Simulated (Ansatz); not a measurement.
# How Ir(111) screens a field

Aim: image plane and induced charge of Ir(111).

Calculated with Ansatz 0.2.0; plane-wave DFT, PBE, Ansatz PAW.

## 1. The system as given

The cell holds 6 atoms: 6 Ir. Cell: a = 2.715 Å, b = 2.715 Å, c = 29.085 Å, α = 90.0°, β = 90.0°, γ = 60.0°. Vacuum lies along c.

## 2. Atoms held, field 0

A sawtooth potential applies the field, turning back in the middle of the vacuum. With the dipole correction the typed value is the field outside the slab. The induced dipole is small, so the SCF threshold is tight.

Input file input.yaml:

```yaml
crystal:
  lattice:
    - [2.7152900398, 0.0, 0.0]
    - [1.3576450199, 2.3515101531, 0.0]
    - [0.0, 0.0, 29.0851251684]
  atoms:
    - { symbol: Ir, position: [0.3333333333, 0.3333333333, 0.3094365229] }
    - { symbol: Ir, position: [0.6666666667, 0.6666666667, 0.3856619137] }
    - { symbol: Ir, position: [0.0, 0.0, 0.4618873046] }
    - { symbol: Ir, position: [0.3333333333, 0.3333333333, 0.5381126954] }
    - { symbol: Ir, position: [0.6666666667, 0.6666666667, 0.6143380863] }
    - { symbol: Ir, position: [0.0, 0.0, 0.6905634771] }
kpoints:
  mp_grid: { grid: [24, 24, 1] }
hamiltonian:
  xc: pbe
scf:
  occupations: { method: fermi_dirac, width: 0.1 }
  convergence: { dr2_threshold: 1.0e-10 }
efield:
  axis: 3
  dipole_correction: true
  ramp_position: 0.97
  ramp_width: 0.06
  amplitude: 0
output:
  forces: true
  write_potential: true
  write_density: true
  volumetric_format: npy
```

The run is started by

```sh
$ ansatz run input.yaml --threads 4 --pin off --max-ram 6144MiB --backend cpu --events-out ev --progress --plain --runs-dir out
```

What it wrote:

```text
Engine: ansatz 0.2.0, x86_64-unknown-linux-gnu
Pseudopotentials: kind: paw
Pseudopotential: Ir, paw, valence charge 17, recommended cutoff 420 eV (normal), Ir.paw.azcp
Functional definition: PBE
  parameter kappa = 0.804
  parameter beta = 0.066725
  exchange = pbe_x(kappa = kappa, mu = beta*pi^2/3)
  correlation = pbe_c(beta = beta)
Crystal: 6 atoms, lattice volume = 185.709 Å³
Basis set: ecut = 420 eV, 3655 PW (Γ), exchange–correlation on 40×40×400 points (8 copies of the dense FFT grid, shifted against one another)
Bands: 62, of which v1, the nominal top of the filled ones, is band 51 counted from 1 (50 counted from 0)
Symmetry: 6 space group operations
k-points: 61 of 576 (time reversal used)
Non-local potential: Ir, projectors of the file, l = 0: 3, l = 1: 2, l = 2: 2, l = 3: 1
PAW form: soft (Blöchl's): semilocal exchange-correlation on the pseudo side does not see the compensation charge
PAW one-centre angular grid: Ir, 590 points (default); XC on 64 Gauss nodes
Initial density: superposition of atomic densities (neutral atoms: chi_scale 0, normalization atom), corrected by the library's trained network
Initial wavefunctions: pseudopotential atomic-orbital guess
Functional: x = pbe(κ = 0.804, μ = 0.219515), c = pbe(β = 0.066725)
SCF iter   1: F=—  HF=-71610.168654 eV  |F-HF|=—  |Δ(HF+E_count)|=         —  Δρ=1.14e-2  dr2=4.24e0  ethr=1.77e-3  p=0.000 e·Å  D=1.81e-13 V/Å  ΔV_dip=-0.00 eV  dr2_dipole=6.70e-6  V_vac-E_F(+/−)=5.15/5.15 eV  ⟨swp⟩=8.0  Hψ=16902  notcnv=0  defer=19
efield: sawtooth ramp at fractional position 0.9700 (set: `efield.ramp_position`, or a place that a band, a saddle search or an elastic batch's reference lends), width 0.0600; the density the first Hamiltonian is built on has a dipole p = 0.000 e·Å; the dipole correction subtracts the counter field D = 1.81e-13 V/Å, which shifts the + side's vacuum level by -0.00 eV against the − side's; the planar-averaged density in the ramp window peaks in size at 1.2e-5 e/Å³
preconditioner: auto → LDOS  [metal: Δε(μ)=0.012 eV  Ē_g=6.735 eV  σ=0.100 eV  W_gap=0.03  n_scr=22 (ndim 8)  ℏωp=20.0 eV  f_vac=0.499  D(μ)=6.82/eV (n_scr^D=22)  β→1.0]
SCF iter   2: F=—  HF=-71610.120356 eV  |F-HF|=—  |Δ(HF+E_count)|=   4.83e-2  Δρ=2.96e-3  dr2=6.94e-2  ethr=1.77e-3  p=0.000 e·Å  D=2.94e-5 V/Å  ΔV_dip=-0.00 eV  dr2_dipole=6.72e-6  V_vac-E_F(+/−)=5.46/5.46 eV  ⟨swp⟩=1.6  Hψ=4454  notcnv=0  defer=31
SCF iter   3: F=—  HF=-71610.117335 eV  |F-HF|=—  |Δ(HF+E_count)|=   3.02e-3  Δρ=1.14e-3  dr2=8.17e-3  ethr=6.80e-5  p=-0.000 e·Å  D=-1.51e-5 V/Å  ΔV_dip=0.00 eV  dr2_dipole=6.27e-9  V_vac-E_F(+/−)=5.51/5.51 eV  ⟨swp⟩=2.1  Hψ=5410  notcnv=0  defer=47
SCF iter   4: F=—  HF=-71610.116670 eV  |F-HF|=—  |Δ(HF+E_count)|=   6.65e-4  Δρ=1.94e-4  dr2=5.22e-4  ethr=8.01e-6  p=0.000 e·Å  D=7.22e-6 V/Å  ΔV_dip=-0.00 eV  dr2_dipole=6.82e-8  V_vac-E_F(+/−)=5.50/5.50 eV  ⟨swp⟩=2.1  Hψ=5296  notcnv=0  defer=47
SCF iter   5: F=—  HF=-71610.116658 eV  |F-HF|=—  |Δ(HF+E_count)|=   1.18e-5  Δρ=8.68e-5  dr2=3.26e-5  ethr=5.12e-7  p=0.000 e·Å  D=2.47e-7 V/Å  ΔV_dip=-0.00 eV  dr2_dipole=1.10e-8  V_vac-E_F(+/−)=5.51/5.51 eV  ⟨swp⟩=2.7  Hψ=6185  notcnv=0  defer=47
SCF iter   6: F=—  HF=-71610.116651 eV  |F-HF|=—  |Δ(HF+E_count)|=   6.74e-6  Δρ=2.23e-5  dr2=1.64e-6  ethr=3.20e-8  p=0.000 e·Å  D=4.88e-7 V/Å  ΔV_dip=-0.00 eV  dr2_dipole=3.90e-13  V_vac-E_F(+/−)=5.51/5.51 eV  ⟨swp⟩=2.7  Hψ=6658  notcnv=0  defer=47
SCF iter   7: F=—  HF=-71610.116524 eV  |F-HF|=—  |Δ(HF+E_count)|=   1.27e-4  Δρ=8.01e-6  dr2=2.25e-7  ethr=1.61e-9  p=0.000 e·Å  D=1.93e-7 V/Å  ΔV_dip=-0.00 eV  dr2_dipole=5.69e-11  V_vac-E_F(+/−)=5.51/5.51 eV  ⟨swp⟩=2.7  Hψ=7074  notcnv=0  defer=47
SCF iter   8: F=—  HF=-71610.116525 eV  |F-HF|=—  |Δ(HF+E_count)|=   3.65e-7  Δρ=2.76e-6  dr2=1.89e-8  ethr=2.21e-10  p=0.000 e·Å  D=9.73e-8 V/Å  ΔV_dip=-0.00 eV  dr2_dipole=1.34e-14  V_vac-E_F(+/−)=5.51/5.51 eV  ⟨swp⟩=2.5  Hψ=6140  notcnv=0  defer=47
SCF iter   9: F=—  HF=-71610.116525 eV  |F-HF|=—  |Δ(HF+E_count)|=   6.25e-8  Δρ=8.88e-7  dr2=2.84e-9  ethr=1.85e-11  p=0.000 e·Å  D=2.65e-8 V/Å  ΔV_dip=-0.00 eV  dr2_dipole=1.22e-13  V_vac-E_F(+/−)=5.51/5.51 eV  ⟨swp⟩=2.8  Hψ=6606  notcnv=0  defer=47
SCF iter  10: F=—  HF=-71610.116525 eV  |F-HF|=—  |Δ(HF+E_count)|=   2.20e-9  Δρ=2.93e-7  dr2=3.12e-10  ethr=2.78e-12  p=0.000 e·Å  D=1.79e-8 V/Å  ΔV_dip=-0.00 eV  dr2_dipole=2.98e-13  V_vac-E_F(+/−)=5.51/5.51 eV  ⟨swp⟩=2.6  Hψ=6346  notcnv=0  defer=47
SCF iter  11: F=-71610.116525 eV  HF=-71610.116525 eV  |F-HF|=6.26e-10  |Δ(HF+E_count)|=   3.42e-9  Δρ=6.14e-8  dr2=8.13e-12  ethr=1.00e-12  p=-0.000 e·Å  D=-8.19e-9 V/Å  ΔV_dip=0.00 eV  dr2_dipole=1.14e-13  V_vac-E_F(+/−)=5.51/5.51 eV  ⟨swp⟩=14.8  Hψ=23558  notcnv=0
SCF 1 converged in 11 iterations: F = -71610.116525 eV  dr2 = 8.13e-12
  greatest PAW one-centre occupation: 1.000 electrons in one spin orbital (limit 2), on the Ir atom at site 3 (counted from 0), in its partial waves of l = 0
WARN: The output density's exchange-correlation potential varies sharply where the density is thin. Do not read a vacuum level from v_tot or v_xc, or from such a field of the output density. On a cell that repeats whose density bears no net charge and no dipole along the vacuum's axis use v_es (v_loc + v_h of the components); under efield.dipole_correction with no amplitude use v_es + v_field, which holds any externa [...]
SCF converged after 11 iterations
Free energy (F): -71610.116525 eV
Harris-Foulkes:  -71610.116525 eV  (|F-HF|=6.26e-10)
Internal energy: -71609.893833 eV  (E = F + TS)
E sigma→0 (E₀):  -71610.005179 eV
Entropy (-TS):   -0.222692 eV (-37.115 meV/atom)
Fermi energy:    8.777591 eV
Dipole field:    D = -0.000000 V/Å  (p = -0.000000 e·Å, saw-weighted, corrected)
Work function:   Φ+ = 5.5102 eV   Φ− = 5.5102 eV
Levels:          The Fermi level and band energies are counted from a zero that moves with the ramp; work functions are not
--- Per-component energies (eV) ---
  E_band       = -2206.678976
  E_kinetic    = 3733.122300
  E_local      = -220057.091332  (includes V_loc(G=0)·N_el)
  E_nonlocal   = 436.842919
  E_hartree    = 108434.193121
  E_xc         = -1604.984105
  E_vxc        = -1796.667921  (∫ρ·V_xc dr)
  E_paw        = -55340.424715  (= ΣΔE_a)
  E_vpaw       = -1391.271657  (= ΣTr[D̂ρ^β])
  E_aug_tail   = 0.000326  (compensation charges beyond the density's cutoff)
  E_efield     = 0.000000  (sawtooth field / dipole correction)
  E_vefield    = 0.000000  (∫n·V_field dr)
  E_ewald      = 92788.447653
  E_smearing   = -0.222692  (= −TS)
  E_closure    = -0.000000  (closes the sum)
  Σ components = -71610.116525   (vs F -71610.116525, Δ=0.00e0)
--- Forces (eV/Å), atoms counted from 1 ---
  atom   1  Ir    -0.00000000    -0.00000000     0.12617852
  atom   2  Ir    -0.00000000    -0.00000000    -0.32673460
  atom   3  Ir     0.00000000     0.00000000    -0.22549722
  atom   4  Ir    -0.00000000    -0.00000000     0.22549728
  atom   5  Ir     0.00000000     0.00000000     0.32673459
  atom   6  Ir     0.00000000     0.00000000    -0.12617861
  max |Σ_I F_I| component: 4.24e-8 eV/Å
--- Band table (eV; the first three rows and the last of 61) ---
  k-point 0: bands = [... 47 lower, 7.5477, 7.5477, 7.6053, 7.6053, 7.9484, 7.9484, 8.4243, 8.5813, ... 7 higher]
  k-point 1: bands = [... 47 lower, 7.3977, 7.4116, 7.6547, 7.6741, 7.9588, 7.9714, 8.1608, 8.3957, ... 7 higher]
  k-point 2: bands = [... 47 lower, 7.1796, 7.2328, 7.5401, 7.6716, 7.7736, 7.8049, 7.9946, 8.2814, ... 7 higher]
  k-point 60: bands = [... 47 lower, 7.4635, 8.7793, 8.7793, 9.0628, 9.2584, 9.2584, 9.3632, 14.0745, ... 7 higher]
```

It took 16 s on 4 threads of Intel Xeon Platinum 8488C (Sapphire Rapids), shared host; peak memory 0.88 GiB.

In the SCF lines HF is the Harris–Foulkes energy and dr2 the Hartree energy of the density residual, in eV; the loop may stop once dr2 is under the threshold and the program's other checks hold. Hψ counts applications of the Hamiltonian.

Read from the output:

```yaml
energy_at_zero_smearing: -71610.0052 eV
work_function_upper_face: 5.510 eV
dipole_along_the_normal: -4.92e-7 e·Å
```

Running mean over 2.217 Å of the planar mean; the ramp of the sawtooth is left out. Electron's electrostatic potential energy less the Fermi level against z:

| z (Å) | electron's electrostatic potential energy less the Fermi level (eV) |
| --- | --- |
| 3.5 | 5.51 |
| 4.0 | 5.51 |
| 4.5 | 5.51 |
| 5.0 | 5.51 |
| 5.5 | 5.49 |
| 6.0 | 5.43 |
| 6.5 | 5.20 |
| 7.0 | 4.29 |
| 7.5 | 0.795 |
| 8.0 | -5.49 |
| 8.5 | -10.8 |
| 9.0 | -12.7 |
| 9.5 | -13.1 |
| 10.0 | -13.3 |
| 10.5 | -13.4 |
| 11.0 | -13.5 |
| 11.5 | -13.6 |
| 12.0 | -13.6 |
| 12.5 | -13.6 |
| 13.0 | -13.5 |
| 13.5 | -13.6 |
| 14.0 | -13.6 |
| 14.5 | -13.6 |
| 15.0 | -13.6 |
| 15.5 | -13.6 |
| 16.0 | -13.6 |
| 16.5 | -13.6 |
| 17.0 | -13.6 |
| 17.5 | -13.6 |
| 18.0 | -13.5 |
| 18.5 | -13.4 |
| 19.0 | -13.3 |
| 19.5 | -13.2 |
| 20.0 | -12.8 |
| 20.5 | -11.4 |
| 21.0 | -6.57 |
| 21.5 | -0.133 |
| 22.0 | 3.94 |
| 22.5 | 5.12 |
| 23.0 | 5.41 |
| 23.5 | 5.49 |
| 24.0 | 5.50 |
| 24.5 | 5.51 |
| 25.0 | 5.51 |
| 25.5 | 5.51 |

Force by atom:

| atom | x (eV/Å) | y (eV/Å) | z (eV/Å) | size |
| --- | --- | --- | --- | --- |
| Ir1 | 0.000 | 0.000 | 0.126 | 0.126 |
| Ir2 | 0.000 | 0.000 | -0.327 | 0.327 |
| Ir3 | 0.000 | 0.000 | -0.225 | 0.225 |
| Ir4 | 0.000 | 0.000 | 0.225 | 0.225 |
| Ir5 | 0.000 | 0.000 | 0.327 | 0.327 |
| Ir6 | 0.000 | 0.000 | -0.126 | 0.126 |

The work function of the upper face is 5.51 eV.

## 3. Single point, field 0.05 V/Å

Changes to input.yaml since step 2:

```diff
@@ -24,3 +24,3 @@
   ramp_width: 0.06
-  amplitude: 0
+  amplitude: 0.05
 output:
```

What it wrote:

```text
[...]
Crystal: 6 atoms, lattice volume = 185.709 Å³
Basis set: ecut = 420 eV, 3655 PW (Γ), exchange–correlation on 40×40×400 points (8 copies of the dense FFT grid, shifted against one another)
Bands: 62, of which v1, the nominal top of the filled ones, is band 51 counted from 1 (50 counted from 0)
Symmetry: 6 space group operations
k-points: 61 of 576 (time reversal used)
[...]
k-point 0: bands = [... 47 lower, 7.5476, 7.5476, 7.6052, 7.6052, 7.9483, 7.9483, 8.4240, 8.5812, ... 7 higher]
  k-point 1: bands = [... 47 lower, 7.3976, 7.4115, 7.6546, 7.6740, 7.9587, 7.9713, 8.1606, 8.3958, ... 7 higher]
  k-point 2: bands = [... 47 lower, 7.1796, 7.2327, 7.5400, 7.6715, 7.7732, 7.8052, 7.9945, 8.2813, ... 7 higher]
  k-point 60: bands = [... 47 lower, 7.4636, 8.7786, 8.7798, 9.0627, 9.2581, 9.2584, 9.3631, 14.0744, ... 7 higher]
[key lines of the parts left out:]
SCF converged after 13 iterations
Free energy (F): -71610.117159 eV
Fermi energy:    8.777500 eV
Dipole field:    D = 0.024718 V/Å  (p = 0.025368 e·Å, saw-weighted, corrected)
```

Elapsed: 19 s, on 4 threads; peak memory 0.87 GiB.

The dipole is 0.0254 e·Å.

## 4. Atoms held, field -0.05 V/Å

Changes to input.yaml since step 3:

```diff
@@ -24,3 +24,3 @@
   ramp_width: 0.06
-  amplitude: 0.05
+  amplitude: -0.05
 output:
```

What it wrote:

```text
[...]
Crystal: 6 atoms, lattice volume = 185.709 Å³
Basis set: ecut = 420 eV, 3655 PW (Γ), exchange–correlation on 40×40×400 points (8 copies of the dense FFT grid, shifted against one another)
Bands: 62, of which v1, the nominal top of the filled ones, is band 51 counted from 1 (50 counted from 0)
Symmetry: 6 space group operations
k-points: 61 of 576 (time reversal used)
[...]
k-point 0: bands = [... 47 lower, 7.5476, 7.5476, 7.6052, 7.6052, 7.9483, 7.9483, 8.4240, 8.5812, ... 7 higher]
  k-point 1: bands = [... 47 lower, 7.3976, 7.4115, 7.6546, 7.6740, 7.9587, 7.9713, 8.1606, 8.3957, ... 7 higher]
  k-point 2: bands = [... 47 lower, 7.1796, 7.2327, 7.5400, 7.6715, 7.7732, 7.8052, 7.9945, 8.2813, ... 7 higher]
  k-point 60: bands = [... 47 lower, 7.4636, 8.7786, 8.7798, 9.0627, 9.2581, 9.2584, 9.3631, 14.0744, ... 7 higher]
[key lines of the parts left out:]
SCF converged after 13 iterations
Free energy (F): -71610.117159 eV
Fermi energy:    8.777499 eV
Dipole field:    D = -0.024718 V/Å  (p = -0.025368 e·Å, saw-weighted, corrected)
```

Run time: 18 s. Hardware: 4 threads; peak memory 0.83 GiB.

The dipole is -0.0254 e·Å.

## 5. Single point, field 0.1 V/Å

Changes to input.yaml since step 4:

```diff
@@ -24,3 +24,3 @@
   ramp_width: 0.06
-  amplitude: -0.05
+  amplitude: 0.1
 output:
```

What it wrote:

```text
[...]
Crystal: 6 atoms, lattice volume = 185.709 Å³
Basis set: ecut = 420 eV, 3655 PW (Γ), exchange–correlation on 40×40×400 points (8 copies of the dense FFT grid, shifted against one another)
Bands: 62, of which v1, the nominal top of the filled ones, is band 51 counted from 1 (50 counted from 0)
Symmetry: 6 space group operations
k-points: 61 of 576 (time reversal used)
[...]
k-point 0: bands = [... 47 lower, 7.5473, 7.5473, 7.6049, 7.6049, 7.9480, 7.9480, 8.4230, 8.5809, ... 7 higher]
  k-point 1: bands = [... 47 lower, 7.3974, 7.4113, 7.6543, 7.6737, 7.9584, 7.9710, 8.1598, 8.3959, ... 7 higher]
  k-point 2: bands = [... 47 lower, 7.1793, 7.2325, 7.5396, 7.6712, 7.7718, 7.8060, 7.9943, 8.2810, ... 7 higher]
  k-point 60: bands = [... 47 lower, 7.4634, 8.7777, 8.7802, 9.0624, 9.2577, 9.2583, 9.3628, 14.0741, ... 7 higher]
[key lines of the parts left out:]
SCF converged after 12 iterations
Free energy (F): -71610.119062 eV
Fermi energy:    8.777236 eV
Dipole field:    D = 0.049438 V/Å  (p = 0.050738 e·Å, saw-weighted, corrected)
```

Wall time 18 s (4 threads); peak memory 0.86 GiB; 70 s of CPU time.

The dipole is 0.0507 e·Å.

## 6. Atoms held, field -0.1 V/Å

Changes to input.yaml since step 5:

```diff
@@ -24,3 +24,3 @@
   ramp_width: 0.06
-  amplitude: 0.1
+  amplitude: -0.1
 output:
```

What it wrote:

```text
[...]
Crystal: 6 atoms, lattice volume = 185.709 Å³
Basis set: ecut = 420 eV, 3655 PW (Γ), exchange–correlation on 40×40×400 points (8 copies of the dense FFT grid, shifted against one another)
Bands: 62, of which v1, the nominal top of the filled ones, is band 51 counted from 1 (50 counted from 0)
Symmetry: 6 space group operations
k-points: 61 of 576 (time reversal used)
[...]
k-point 0: bands = [... 47 lower, 7.5473, 7.5473, 7.6049, 7.6049, 7.9480, 7.9480, 8.4230, 8.5809, ... 7 higher]
  k-point 1: bands = [... 47 lower, 7.3974, 7.4113, 7.6543, 7.6737, 7.9585, 7.9710, 8.1598, 8.3959, ... 7 higher]
  k-point 2: bands = [... 47 lower, 7.1793, 7.2325, 7.5396, 7.6712, 7.7718, 7.8060, 7.9943, 8.2811, ... 7 higher]
  k-point 60: bands = [... 47 lower, 7.4634, 8.7777, 8.7802, 9.0624, 9.2577, 9.2583, 9.3628, 14.0741, ... 7 higher]
[key lines of the parts left out:]
SCF converged after 13 iterations
Free energy (F): -71610.119062 eV
Fermi energy:    8.777237 eV
Dipole field:    D = -0.049437 V/Å  (p = -0.050737 e·Å, saw-weighted, corrected)
```

Elapsed: 18 s, on 4 threads; peak memory 0.86 GiB; 70 s of CPU time.

The dipole is -0.0507 e·Å.

## 7. Atoms held, field 0.2 V/Å

Changes to input.yaml since step 6:

```diff
@@ -24,3 +24,3 @@
   ramp_width: 0.06
-  amplitude: -0.1
+  amplitude: 0.2
 output:
```

What it wrote:

```text
[...]
Crystal: 6 atoms, lattice volume = 185.709 Å³
Basis set: ecut = 420 eV, 3655 PW (Γ), exchange–correlation on 40×40×400 points (8 copies of the dense FFT grid, shifted against one another)
Bands: 62, of which v1, the nominal top of the filled ones, is band 51 counted from 1 (50 counted from 0)
Symmetry: 6 space group operations
k-points: 61 of 576 (time reversal used)
[...]
k-point 0: bands = [... 47 lower, 7.5463, 7.5463, 7.6039, 7.6039, 7.9470, 7.9470, 8.4193, 8.5799, ... 7 higher]
  k-point 1: bands = [... 47 lower, 7.3963, 7.4102, 7.6533, 7.6727, 7.9574, 7.9698, 8.1568, 8.3962, ... 7 higher]
  k-point 2: bands = [... 47 lower, 7.1782, 7.2314, 7.5382, 7.6701, 7.7668, 7.8087, 7.9932, 8.2802, ... 7 higher]
  k-point 60: bands = [... 47 lower, 7.4626, 8.7754, 8.7804, 9.0614, 9.2563, 9.2576, 9.3617, 14.0731, ... 7 higher]
[key lines of the parts left out:]
SCF converged after 13 iterations
Free energy (F): -71610.126672 eV
Fermi energy:    8.776188 eV
Dipole field:    D = 0.098880 V/Å  (p = 0.101480 e·Å, saw-weighted, corrected)
```

Wall time 18 s (4 threads); peak memory 0.86 GiB; 71 s of CPU time.

The dipole is 0.101 e·Å.

## 8. Atoms held, field -0.2 V/Å

Changes to input.yaml since step 7:

```diff
@@ -24,3 +24,3 @@
   ramp_width: 0.06
-  amplitude: 0.2
+  amplitude: -0.2
 output:
```

What it wrote:

```text
[...]
Crystal: 6 atoms, lattice volume = 185.709 Å³
Basis set: ecut = 420 eV, 3655 PW (Γ), exchange–correlation on 40×40×400 points (8 copies of the dense FFT grid, shifted against one another)
Bands: 62, of which v1, the nominal top of the filled ones, is band 51 counted from 1 (50 counted from 0)
Symmetry: 6 space group operations
k-points: 61 of 576 (time reversal used)
[...]
k-point 0: bands = [... 47 lower, 7.5463, 7.5463, 7.6039, 7.6039, 7.9470, 7.9470, 8.4193, 8.5799, ... 7 higher]
  k-point 1: bands = [... 47 lower, 7.3963, 7.4102, 7.6533, 7.6727, 7.9574, 7.9698, 8.1568, 8.3962, ... 7 higher]
  k-point 2: bands = [... 47 lower, 7.1782, 7.2314, 7.5382, 7.6701, 7.7668, 7.8087, 7.9932, 8.2802, ... 7 higher]
  k-point 60: bands = [... 47 lower, 7.4626, 8.7754, 8.7804, 9.0614, 9.2563, 9.2576, 9.3617, 14.0731, ... 7 higher]
[key lines of the parts left out:]
SCF converged after 13 iterations
Free energy (F): -71610.126672 eV
Fermi energy:    8.776188 eV
Dipole field:    D = -0.098881 V/Å  (p = -0.101481 e·Å, saw-weighted, corrected)
```

Run time: 19 s. Hardware: 4 threads; peak memory 0.87 GiB.

The dipole is -0.101 e·Å.

[end of part 1 of 2]

[Long decimals in the printed logs are rounded to 6 places.]

[Logs are printed without paths, hosts, clocks, repeated set-up lines and the standing remarks that a program may print on its own settings, such as how far it seeks lower states.]

[Hosts, paths, dates, database ids (printed as entryN), source tags and the programs' standing remarks are cut or masked in the printed files.]

[Maps of the electrostatic potential energy from Ansatz leave out the sawtooth potential of an applied field or a dipole correction, so their vacuum need not be flat; planar profiles and work functions include it.]
